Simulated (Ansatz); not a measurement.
Planning a GW calculation on BaTiO3 (Barioperovskite).

```
Ba Ti O
1.0
     3.98550    0.00000    0.00000
     0.00000    2.83690    2.84515
     0.00000   -2.83690    2.84515
Ba Ti O
1 1 3
Cartesian
  0.0000 0.0000 0.0000
  1.9928 0.0000 2.9157
  0.0000 0.0000 2.7735
  1.9928 -1.3804 4.2594
  1.9928 1.3804 4.2594
```

The cell and positions come from the Crystallography Open Database and are kept as given unless a step says otherwise. Spin-orbit coupling is left out unless a run names it.

Runs so far (Ansatz 0.2.0, start LDA, PAW set soft_1 files, 4×4×4 mesh). Times are wall times on 1 × NVIDIA H100 80GB HBM3 (shared by 6 runs) with 2 threads of AMD EPYC 7R13 (Zen 3), shared host, good to a factor of about two.

```csv
bands summed,cutoff (eV),gap on the mesh (eV),time
71,50,3.634,7.3 s
166,100,3.405,7.9 s
288,150,3.416,12 s
496,220,3.458,29 s
```

What should the next rung give, with 779 bands and screening to 300 eV, and where is the limit?

The error falls about as one over the bands when the cutoff rises with them. A line through the two highest rungs given predicts 3.480 eV; the run gave 3.484 eV, close to it. The two highest rungs put the limit near 3.530 eV, the pair below near 3.517 eV; their difference is a rough measure of what is unsettled in bands and cutoff; the mesh is a separate error.

Gaps are over the mesh's points; an edge off the mesh would be missed. Limits: not at the basis limit; no spin-orbit coupling; coarse k mesh.

[Paths, hosts, dates, memory and timing lines, banners, echoed tables and standing remarks are left out of the program output.]

[Logs are printed without paths, hosts, clocks, repeated set-up lines and the standing remarks that a program may print on its own settings, such as how far it seeks lower states.]

[Runs of the session that timed out or met a known fault of the program may be left out.]

[Cells called generated may have been cut or substituted from an entry of the Crystallography Open Database or the Materials Project.]

[Hosts, paths, dates, database ids (printed as entryN), source tags and the programs' standing remarks are cut or masked in the printed files.]
